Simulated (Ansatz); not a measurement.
# YbTl (Pm-3m): from the cell to its phonons, part 2 of 2

How does YbTl (Pm-3m) vibrate, and is this structure a minimum?

Ansatz 0.2.0; DFT PBEsol, scalar-relativistic, plane waves, PAW.

So far. Step 3 (Relaxing to small forces for the phonons): The forces vanish by symmetry and the pressure is 0.000 GPa, within the tolerances set. The cell now holds 26.52 Å³/atom. The relaxed cell has a = 3.757 Å (conventional setting).

## Step 4: Modes at Γ

The zone centre comes first: it holds the modes that light can see, as far as symmetry allows. No field response is asked, since the mesh shows no gap.

input.yaml reads:

```yaml
crystal:
  lattice:
    - [3.7569961259, 0.0, 0.0]
    - [0.0, 3.7569961259, 0.0]
    - [0.0, 0.0, 3.7569961259]
  atoms:
    - { symbol: Yb, position: [0.5, 0.5, 0.5] }
    - { symbol: Tl, position: [0.0, 0.0, 0.0] }
kpoints:
  mp_grid: { grid: [12, 12, 12] }
hamiltonian:
  xc: pbesol
scf:
  occupations: { method: methfessel_paxton, width: 0.2 }
output:
  eigenvalues: true
phonons:
  method: dfpt
```

Started as:

```
ansatz run input.yaml --threads 8 --pin off --max-ram 14336MiB --backend cpu --events-out ev --progress --plain --runs-dir out
```

Numbers of over 12 decimals in the logs are rounded to 6 here.

Log:

```text
[...]
Crystal: 2 atoms, lattice volume = 53.030 Å³
Basis set: ecut = 420 eV, 1021 PW (Γ), exchange–correlation on 54×54×54 points (8 copies of the dense FFT grid, shifted against one another)
Bands: 23, of which v1, the nominal top of the filled ones, is band 19 counted from 1 (18 counted from 0)
Symmetry: 48 space group operations
k-points: 196 of 1728 (irreducible under 8 space group operations, time reversal used)
[...]
SCF iter   1: F=—  HF=-24973.217415 eV  |F-HF|=—  |Δ(HF+E_count)|=         —  Δρ=4.27e-2  dr2=9.70e-1  ethr=3.10e-3  ⟨swp⟩=5.5  Hψ=20170  notcnv=0
[...]
SCF iter  13: F=-24973.085724 eV  HF=-24973.085724 eV  |F-HF|=7.28e-12  |Δ(HF+E_count)|=  7.28e-12  S|Δr|=    0.00e0  Δρ=2.70e-8  dr2=3.69e-13  ethr=1.00e-12  ⟨swp⟩=7.2  Hψ=23650  notcnv=0
SCF 1 converged in 13 iterations: F = -24973.085724 eV  dr2 = 3.69e-13
[...]
DFPT response loops at Γ: preconditioner auto → Kerker (q_TF=auto, 2.569 Å⁻¹) (partly filled bands, converged f_vac=0.000); β = 1.00, the filter's whole step (`scf.mixing.beta` (0.50) is not read by the response loops under this deck's `scf.mixing.preconditioner`; to damp them name `kerker` or `kerker_dos`, under which they read `scf.mixing.beta`, and type it under 1.00, their step now; both keys bind the ground state too); Broyden in place of MSR1
SCF converged after 13 iterations
[...]
Free energy (F): -24973.085724 eV
[...]
Internal energy: -24973.194568 eV  (E = F + TS)
E sigma→0 (E₀):  -24973.112935 eV
Entropy (-TS):   0.108843 eV (54.422 meV/atom)
Fermi energy:    13.109763 eV
[...]
--- Band table (eV; the first three rows and the last of 196) ---
  k-point 0: bands = [... 15 lower, 12.8756, 12.8911, 14.1453, 14.1453, 16.5535, 16.5535, 16.5535, 18.2127]
  k-point 1: bands = [... 15 lower, 12.8777, 12.8914, 13.8944, 14.1595, 16.1235, 16.3319, 16.3319, 18.5323]
  k-point 2: bands = [... 15 lower, 12.8855, 12.8920, 13.1515, 14.1990, 15.8796, 15.8796, 16.0781, 18.5101]
  k-point 195: bands = [... 15 lower, 12.8969, 12.9296, 12.9296, 12.9296, 13.0158, 17.6792, 17.6792, 17.6792]
--- Phonons (Γ-DFPT): 2 representative perturbations + reference, on 196 of 1728 k-points (Σ response iterations 6) ---
  k mesh reduced under 8 symmetry operations, with k and −k counted as one. Each operation leaves every solved perturbation unchanged. A smaller set is not used because it would not reduce the number of displacements times k-points to solve
  ASR residual: 3.391e-5 → 0.000e0 eV/Å²; symmetrization residual: 3.931e-5 eV/Å²
  ASR residual per site (eV/Å²): 2.08e-5 3.39e-5
  Γ frequencies (cm⁻¹): 0.00 0.00 0.00 86.37 86.37 86.37
  non-analytic LO–TO correction: not included (Born effective charges unavailable; polar crystals: no LO–TO splitting at Γ)
```

The job ended after 13 s (8 threads of Intel Xeon Platinum 8488C (Sapphire Rapids), shared host; peak memory 1 GiB).

This step gave:

```yaml
sum_rule_residual_before_enforcement: 3.39e-5 eV/Å²
point_group: m-3m
highest_optical_mode_at_the_zone_centre_no_lo_to_term: 86.37 cm⁻¹
lowest_optical_zone_centre_mode: 86.37 cm⁻¹
```

Patterns of degenerate modes are one choice out of their space. The modes at Γ (shares of kinetic energy by element, %):

| mode | frequency (cm⁻¹) | symmetry | Yb % | Tl % |
| --- | --- | --- | --- | --- |
| 1 | 0.0 | acoustic | 46 | 54 |
| 2 | 0.0 | acoustic | 46 | 54 |
| 3 | 0.0 | acoustic | 46 | 54 |
| 4 | 86.4 | T1u | 54 | 46 |
| 5 | 86.4 | T1u | 54 | 46 |
| 6 | 86.4 | T1u | 54 | 46 |

Displacements in mode 4 (86.4 cm⁻¹), the largest set to 1:
```
Yb1  0.00  0.00  1.00
Tl2  0.00  0.00 -0.85
```

Before it was imposed, the acoustic sum rule was missed by 3.4e-5 eV/Å². Small misses are needed for a sound result but don't prove that mesh and cutoff are converged. The lowest optical mode is real, 86.4 cm⁻¹.

## Step 5: The dispersion

Stability and thermal properties need the whole zone. Linear response on a 4×4×4 q mesh gives force constants as far as a supercell of that size would.

Changes to input.yaml since step 4:

```diff
@@ -18 +18,8 @@
   method: dfpt
+  qmesh: [4, 4, 4]
+  temperatures: { t_max: 1000, t_step: 50 }
+  qpath:
+    path:
+      - [[0.0, 0.0, 0.0], [0.0, 0.5, 0.0], [0.5, 0.5, 0.0], [0.0, 0.0, 0.0], [0.5, 0.5, 0.5], [0.0, 0.5, 0.0]]
+      - [[0.5, 0.5, 0.5], [0.5, 0.5, 0.0]]
+    npoints: 10
```

Log:

```text
[...]
Crystal: 2 atoms, lattice volume = 53.030 Å³
Basis set: ecut = 420 eV, 1021 PW (Γ), exchange–correlation on 54×54×54 points (8 copies of the dense FFT grid, shifted against one another)
Bands: 23, of which v1, the nominal top of the filled ones, is band 19 counted from 1 (18 counted from 0)
Symmetry: 48 space group operations
k-points: 84 of 1728
[...]
SCF iter   1: F=—  HF=-24973.217414 eV  |F-HF|=—  |Δ(HF+E_count)|=         —  Δρ=4.28e-2  dr2=9.70e-1  ethr=3.10e-3  ⟨swp⟩=5.4  Hψ=8583  notcnv=0
[...]
SCF iter  13: F=-24973.085724 eV  HF=-24973.085724 eV  |F-HF|=7.28e-12  |Δ(HF+E_count)|=  3.64e-12  S|Δr|=    0.00e0  Δρ=2.85e-8  dr2=4.04e-13  ethr=1.00e-12  ⟨swp⟩=7.3  Hψ=10112  notcnv=0
SCF 1 converged in 13 iterations: F = -24973.085724 eV  dr2 = 4.04e-13
[...]
phonons: the bands overlap, so this run is a metal and interpolates without the dipole-dipole term. If the crystal is really an insulator or semiconductor, its LO-TO splitting is missing
NSCF: frozen V_eff on 84 k-points
[...]
DFPT response loops at q = (0, 0, 0) (fractional): preconditioner auto → Kerker (q_TF=auto, 2.569 Å⁻¹) (partly filled bands, converged f_vac=0.000); β = 1.00, the filter's whole step (`scf.mixing.beta` (0.50) is not read by the response loops under this deck's `scf.mixing.preconditioner`; to damp them name `kerker` or `kerker_dos`, under which they read `scf.mixing.beta`, and type it under 1.00, their step now; both keys bind the ground state too); Broyden in place of MSR1
[...]
SCF converged after 13 iterations
[...]
Free energy (F): -24973.085724 eV
[...]
Internal energy: -24973.194568 eV  (E = F + TS)
E sigma→0 (E₀):  -24973.112935 eV
Entropy (-TS):   0.108843 eV (54.422 meV/atom)
Fermi energy:    13.109763 eV
[...]
--- Band table (eV; the first three rows and the last of 84) ---
  k-point 0: bands = [... 15 lower, 12.8756, 12.8911, 14.1453, 14.1453, 16.5535, 16.5535, 16.5535, 18.2127]
  k-point 1: bands = [... 15 lower, 12.8777, 12.8914, 13.8944, 14.1595, 16.1235, 16.3319, 16.3319, 18.5323]
  k-point 2: bands = [... 15 lower, 12.8855, 12.8920, 13.1515, 14.1990, 15.8796, 15.8796, 16.0781, 18.5101]
  k-point 83: bands = [... 15 lower, 12.8969, 12.9296, 12.9296, 12.9296, 13.0158, 17.6792, 17.6792, 17.6792]
--- Phonons (Γ-DFPT): 2 representative perturbations + reference (Σ response iterations 6) ---
  ASR residual: 4.559e-5 → 0.000e0 eV/Å²; symmetrization residual: 2.251e-5 eV/Å²
  ASR residual per site (eV/Å²): 4.56e-5 4.46e-5
  Γ frequencies (cm⁻¹): 0.00 0.00 0.00 86.37 86.37 86.37
--- Phonons (arbitrary-q DFPT): 10 irreducible q on the 4×4×4 mesh ---
  q = [0.0000, 0.0000, 0.0000] (star 1, of the zone-centre solve; hermiticity 1.75e-5, symmetrization 2.26e-11): -0.00 0.00 0.00 86.37 86.37 86.37
  q = [0.0000, 0.0000, 0.2500] (star 6, 4 solved perturbations in 1848 linear systems a pass and spin channel, the states on 588 of 1728 k-point pairs; hermiticity 3.81e-5, symmetrization 6.93e-12): 37.03 37.03 46.11 80.60 80.60 87.12
[...]
q = [0.0000, 0.2500, -0.5000] (star 12, 6 solved perturbations on 588 of 1728 k-point pairs; hermiticity 8.93e-6, symmetrization 1.83e-13): 41.62 45.81 60.27 62.26 90.22 93.81
[...]
sum rule: each row above includes the acoustic sum rule's correction from the zone centre's row sums; it moved no ω² by more than (0.27 cm⁻¹)²
  mesh force constants: q→R imaginary residual 3.61e-18; ASR residual 4.559e-5 → 0.000e0 eV/Å²; symmetrization residual 1.776e-15 eV/Å²
  interpolated dispersion: 62 rows × 6 modes
  density of states and harmonic sums: on the 16×16×16 q-mesh, interpolated from the force constants of a 4×4×4 supercell (no non-analytic term)
  largest difference from the sums on the solved wave vectors: F 1.59e-2 eV, S 1.99e-5 and C_V 3.98e-6 eV/K
  zero-point energy: 0.024328 eV/cell   skipped modes (ω ≤ 0): 3   left out of the sums: 1.22e-4 of the cell's modes: C_V's classical limit lies that fraction below 3 k_B per atom; for a crystal, a wire or a layer, F and S can be off by more, and a phonons.interpolated_qmesh denser along its periods is the remedy for the sampling
```

It took 5.6 min on 8 threads; peak memory 3.2 GiB.

This step gave:

```
sum-rule residual before enforcement                    : 4.56e-5 eV/Å²
lowest frequency on the path                            : 0 cm⁻¹
highest frequency on the path or at a solved wavevector : 100.5 cm⁻¹
mean frequency                                          : 65.4 cm⁻¹
Debye temperature (second moment)                       : 128 K
logarithmic mean frequency                              : 61.4 cm⁻¹
lowest mode on the q mesh (acoustic modes at Γ apart)   : 25.19 cm⁻¹
zero-point energy per atom                              : 12.16 meV
heat capacity at 300 K                                  : 24.72 J/(mol atoms K)
vibrational entropy at 300 K                            : 55.56 J/(mol atoms K)
```

Frequencies (cm⁻¹) solved at each irreducible wavevector; negative means imaginary. Frequencies by wavevector, by row:

| q in reciprocal lattice units | star | mode 1 | mode 2 | mode 3 | mode 4 | mode 5 | mode 6 |
| --- | --- | --- | --- | --- | --- | --- | --- |
| 0 0 0 | 1 | 0 | 0 | 0 | 86.4 | 86.4 | 86.4 |
| 0 0 0.25 | 6 | 37 | 37 | 46.1 | 80.6 | 80.6 | 87.1 |
| 0 0 -0.5 | 3 | 61.8 | 61.8 | 66.7 | 66.7 | 67.2 | 82.8 |
| 0 0.25 0.25 | 12 | 25.2 | 46.2 | 65 | 74.5 | 76.3 | 95.3 |
| 0 0.25 -0.5 | 12 | 41.6 | 45.8 | 60.3 | 62.3 | 90.2 | 93.8 |
| 0 -0.5 -0.5 | 3 | 28.3 | 28.3 | 53.8 | 63 | 100.5 | 100.5 |
| 0.25 0.25 0.25 | 8 | 44.4 | 44.4 | 53 | 83.5 | 88.2 | 88.2 |
| 0.25 0.25 -0.5 | 12 | 36.3 | 46.5 | 66.4 | 73 | 88.7 | 94 |
| 0.25 -0.5 -0.5 | 6 | 44.6 | 44.6 | 68.5 | 69.5 | 91.7 | 91.7 |
| -0.5 -0.5 -0.5 | 1 | 64.7 | 64.7 | 64.7 | 73.6 | 73.6 | 73.6 |

Interpolated from a 4×4×4 q mesh. Phonon branches along the path, in cm⁻¹:

| point | branch 1 | branch 2 | branch 3 | branch 4 | branch 5 | branch 6 |
| --- | --- | --- | --- | --- | --- | --- |
| Γ | 0 | 0 | 0 | 86 | 86 | 86 |
| halfway | 37 | 37 | 46 | 81 | 81 | 87 |
| X | 62 | 62 | 67 | 67 | 67 | 83 |
| halfway | 42 | 46 | 60 | 62 | 90 | 94 |
| M | 28 | 28 | 54 | 63 | 100 | 100 |
| halfway | 25 | 46 | 65 | 74 | 76 | 95 |
| Γ | 0 | 0 | 0 | 86 | 86 | 86 |
| halfway | 44 | 44 | 53 | 84 | 88 | 88 |
| R | 65 | 65 | 65 | 74 | 74 | 74 |
| halfway | 36 | 46 | 66 | 73 | 89 | 94 |
| X | 62 | 62 | 67 | 67 | 67 | 83 |
| jump to R | 65 | 65 | 65 | 74 | 74 | 74 |
| halfway | 45 | 45 | 68 | 70 | 92 | 92 |
| M | 28 | 28 | 54 | 63 | 100 | 100 |

The phonon branches as a text plot (rows in cm⁻¹):

```
     98 |            ********                                 ***
     94 |           *    *   **                    ***
     90 |         **      *    **    *******      *** *     **
     86 |******    *       **   *****    ****     *  ****  *
     82 |   *  ****            **   *   *   *    *       *
     77 |    **              ***             *  *      *  *
     73 |        *           **      ***      *******   * ***
     69 |      **          **                        *** * ***
     65 |      ****    ****  *               ********** ***   ***
     61 |      ********       *      ***    **  *      ****   *
     57 |     *   * ***  * **              *     *     *       **
     52 |    *    **   ** ***           *** *    **   **   *
     48 |   * *    *      *  * *         **       ****      *
     44 |    *                      *   *  *          *      *
     40 |           *    *    *                    *
     36 |   *       **          *      *            **        *
     31 |  *          * *      *                               *
     27 |              *******       **                         *
     23 |  *                  * *  *
     19 | *                      *  *
     15 | *                    *
     10 |*                      ** *
      6 |*                       *
      2 |                         *
         Γ      X      M          Γ            R        X|R     M
```

Tetrahedra on a 16×16×16 mesh, mean over bins of 1 cm-1. Interpolated from a 4×4×4 q mesh. Phonon density of states against wavenumber; read off at these points:

wavenumber (cm⁻¹), phonon density of states (1/cm⁻¹/cell) and a bar:
```
      0.5      0.000 
      3.5      0.000 
      5.5      0.000 
      8.5      0.001 
     11.5      0.002 
     14.5      0.004 #
     16.5      0.005 #
     19.5      0.007 #
     22.5      0.010 ##
     24.5      0.013 ##
     27.5      0.020 ####
     30.5      0.051 ##########
     32.5      0.059 ###########
     35.5      0.078 ###############
     36.5      0.099 ###################
     38.5      0.073 ##############
     41.5      0.066 ############
     43.5      0.072 ##############
     46.5      0.094 ##################
     49.5      0.085 ################
     51.5      0.062 ############
     54.5      0.051 ##########
     57.5      0.093 ##################
     59.5      0.092 #################
     62.5      0.098 ###################
     63.5      0.132 #########################
     65.5      0.082 ################
     68.5      0.050 #########
     70.5      0.052 ##########
     73.5      0.111 #####################
     76.5      0.077 ###############
     78.5      0.073 ##############
     81.5      0.071 #############
     84.5      0.075 ##############
     86.5      0.074 ##############
     89.5      0.126 ########################
     92.5      0.159 ##############################
     95.5      0.097 ##################
     97.5      0.061 ############
    100.5      0.003
```

Phonopy on the run's constants, 15x15x15 mesh, Gaussian sigma 2.0 cm-1. Interpolated from a 4×4×4 q mesh. Table of partial phonon density of states by wavenumber; read off at these points; values in 1/cm⁻¹/cell:

| wavenumber (cm⁻¹) | Tl | Yb |
| --- | --- | --- |
| -5.00 | 4.3e-6 | 4.3e-6 |
| -2.50 | 4.3e-5 | 3.6e-5 |
| 0.00 | 9.9e-5 | 8.0e-5 |
| 2.50 | 7.1e-5 | 6.1e-5 |
| 5.00 | 2.4e-4 | 2.0e-4 |
| 7.50 | 5.3e-4 | 4.4e-4 |
| 10.00 | 8.3e-4 | 7.0e-4 |
| 12.50 | 0.00176 | 0.00148 |
| 15.00 | 0.00277 | 0.00233 |
| 17.50 | 0.00266 | 0.00223 |
| 20.00 | 0.00377 | 0.00312 |
| 22.50 | 0.00674 | 0.00553 |
| 25.00 | 0.00924 | 0.00735 |
| 27.50 | 0.0158 | 0.0119 |
| 30.00 | 0.0255 | 0.0185 |
| 32.50 | 0.0350 | 0.0254 |
| 35.00 | 0.0425 | 0.0313 |
| 37.50 | 0.0435 | 0.0322 |
| 40.00 | 0.0415 | 0.0301 |
| 42.50 | 0.0401 | 0.0286 |
| 45.00 | 0.0470 | 0.0325 |
| 46.70 | 0.0486 | 0.0331 |
| 47.50 | 0.0479 | 0.0328 |
| 50.00 | 0.0432 | 0.0298 |
| 52.50 | 0.0401 | 0.0284 |
| 55.00 | 0.0439 | 0.0349 |
| 57.50 | 0.0479 | 0.0372 |
| 60.00 | 0.0557 | 0.0317 |
| 62.50 | 0.0728 | 0.0266 |
| 63.70 | 0.0775 | 0.0241 |
| 65.00 | 0.0738 | 0.0237 |
| 67.50 | 0.0460 | 0.0282 |
| 70.00 | 0.0242 | 0.0394 |
| 72.50 | 0.0231 | 0.0570 |
| 73.80 | 0.0247 | 0.0615 |
| 75.00 | 0.0254 | 0.0597 |
| 77.50 | 0.0263 | 0.0504 |
| 80.00 | 0.0273 | 0.0458 |
| 82.50 | 0.0277 | 0.0442 |
| 85.00 | 0.0313 | 0.0500 |
| 87.50 | 0.0393 | 0.0614 |
| 90.00 | 0.0504 | 0.0774 |
| 91.70 | 0.0539 | 0.0830 |
| 92.50 | 0.0533 | 0.0825 |
| 95.00 | 0.0429 | 0.0668 |
| 97.50 | 0.0253 | 0.0395 |
| 100.00 | 0.00995 | 0.0156 |
| 102.50 | 0.00177 | 0.00278 |
| 105.00 | 1.2e-4 | 1.9e-4 |
| 107.50 | 0 | 0 |

Second derivatives of the energy by pair, one row for each kind of neighbour of each atom listed. Each entry sums the pair over the periodic images of the supercell that the q mesh stands for, and in a polar crystal it holds the long-range dipole part too. Force constants by pair, by row:

| atom | neighbour | distance (Å) | third of the trace (eV/Å²) | along the pair's line (eV/Å²) |
| --- | --- | --- | --- | --- |
| Yb1 | itself | 0 | 3.322 | – |
| Yb1 | Tl | 3.254 | -0.3126 | -1.099 |
| Yb1 | Yb | 3.757 | -0.0755 | -0.377 |
| Yb1 | Yb | 5.313 | -0.0144 | 0.0087 |
| Yb1 | Tl | 6.23 | -0.0036 | -0.0035 |
| Yb1 | Yb | 6.507 | -0.012 | -0.0394 |
| Tl2 | itself | 0 | 3.192 | – |
| Tl2 | Yb | 3.254 | -0.3126 | -1.099 |
| Tl2 | Tl | 3.757 | -0.0542 | -0.1101 |
| Tl2 | Tl | 5.313 | -0.0102 | -0.032 |
| Tl2 | Yb | 6.23 | -0.0036 | -0.0035 |
| Tl2 | Tl | 6.507 | -0.002 | 0.0068 |

Harmonic thermodynamic functions per atom, from the density of states. Interpolated from a 4×4×4 q mesh. Thermodynamic functions, by row:

| T (K) | F_vib (meV/atom) | S (J/mol-atom/K) | C_V (J/mol-atom/K) |
| --- | --- | --- | --- |
| 0 | 12.16 | 0 | 0 |
| 50 | 9.38 | 14.37 | 18.51 |
| 100 | -2.18 | 29.03 | 23.03 |
| 200 | -41.75 | 45.59 | 24.44 |
| 300 | -94.5 | 55.56 | 24.72 |
| 400 | -155.9 | 62.69 | 24.81 |
| 500 | -223.9 | 68.23 | 24.86 |
| 600 | -297 | 72.76 | 24.88 |
| 700 | -374.5 | 76.6 | 24.9 |
| 800 | -455.6 | 79.92 | 24.91 |
| 900 | -540 | 82.86 | 24.91 |
| 1000 | -627.3 | 85.48 | 24.92 |

Harmonic mean-square displacement, third of the trace. Interpolated from a 4×4×4 q mesh. Mean square displacements, by row:

| T (K) | Yb1 U_eq (Å²) | Tl2 U_eq (Å²) |
| --- | --- | --- |
| 0 | 0.00163 | 0.00154 |
| 100 | 0.00496 | 0.00506 |
| 300 | 0.01427 | 0.01465 |
| 600 | 0.02842 | 0.02921 |

Symmetry leaves 10 wavevectors to solve. The lowest mode among them, the acoustic zeros apart, lies at q = (0, 0.25, 0.25) and is real, 25.2 cm⁻¹.

## Step 6: What came out

```yaml
space_group_after_relaxation_within_0p01_a: Pm-3m
volume_per_atom: 26.5 Å³
electronic_character: no gap on this mesh
highest_optical_mode_at_the_zone_centre_no_lo_to_term: 86.4 cm⁻¹
lowest_optical_zone_centre_mode: 86.4 cm⁻¹
lowest_mode_on_the_q_mesh_acoustic_modes_at_gamma_apart: 25.2 cm⁻¹
highest_frequency_on_the_path_or_at_a_solved_wavevector: 101 cm⁻¹
zero_point_energy_per_atom: 12.2 meV
heat_capacity_at_300_k: 24.7 J/(mol atoms K)
vibrational_entropy_at_300_k: 55.6 J/(mol atoms K)
debye_temperature_second_moment: 128 K
imaginary_modes_on_the_4x4x4_q_mesh: none
```

In words: The structure is a minimum as far as tested: no mode is imaginary at the 10 irreducible wavevectors of the 4×4×4 mesh, and the softest away from the acoustic zeros lies at 25 cm⁻¹. The optical modes at Γ form one degenerate level at 86 cm⁻¹. With no gap, or one that is small against the smearing, the frequencies hang on the k mesh and the smearing, most of all near Kohn anomalies. The phonon runs are without spin polarisation, although the cell has an odd electron count. The 4f shell is treated without a U, so valence and screening may be off. Spin-orbit coupling is left out, which can matter for the heavy elements here. These are harmonic frequencies at zero temperature: anharmonic shifts, linewidths and thermal expansion are left out.

[Logs are printed without paths, hosts, clocks, repeated set-up lines and the standing remarks that a program may print on its own settings, such as how far it seeks lower states.]

[Hosts, paths, dates, database ids (printed as entryN), source tags and the programs' standing remarks are cut or masked in the printed files.]
